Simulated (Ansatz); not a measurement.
Computed results, one entry a study.

```
Screened interactions in TaTl2Cl6 (started from the K2PtCl6 type) (Fm-3m)
1.0
     5.08043    0.00000    5.08043
     5.08043    5.08043    0.00000
     0.00000    5.08043    5.08043
Tl Ta Cl
2 1 6
Direct
  0.25000 0.25000 0.25000
  0.75000 0.75000 0.75000
  0.00000 0.00000 0.00000
  0.23717 0.23717 0.76283
  0.76283 0.76283 0.23717
  0.23717 0.76283 0.23717
  0.76283 0.23717 0.76283
  0.76283 0.23717 0.23717
  0.23717 0.76283 0.76283
# method: DFT, PBE, plane waves, PAW (and 1 further level or step)
# program: Ansatz 0.2.0
# settings of one run: cutoff 420 eV, 4×4×4 k-mesh, smearing width 0.08 eV, default PAW, coordination {"Ta": "octahedral"}, magnetic state non-magnetic by constraint
# cost: 2 runs, 44 s in all on 4 threads of Arm Neoverse V1, shared host (the runs of this entry)
# notes: The structure was built from a prototype and need not be the compound’s stable phase. This run has no spin polarisation although its electron count is odd. The structure was relaxed with PBE. The structure type comes from a generator and need not be one that this composition takes. Limits: no spin-orbit coupling. The bands cross the Fermi level under this constraint, which need not be the crystal’s state: magnetic order, correlation or a lattice distortion may open a gap. Spin-orbit coupling, which is strong for atoms this heavy, is left out. Coarse meshes can leave U off its limit, most where the target bands are metallic.
# Ta t2g: U 2.89 eV, U′ 2.36 eV, J 0.24 eV, bare V 9.5 eV
# method: constrained RPA on non-magnetic PBE, 2×2×2 mesh, static; search for lower states off
```

[Paths, hosts, dates, memory and timing lines, banners, echoed tables and standing remarks are left out of the program output.]

[Logs are printed without paths, hosts, clocks, repeated set-up lines and the standing remarks that a program may print on its own settings, such as how far it seeks lower states.]

[Runs of the session that timed out or met a known fault of the program may be left out.]

[Hosts, paths, dates, database ids (printed as entryN), source tags and the programs' standing remarks are cut or masked in the printed files.]
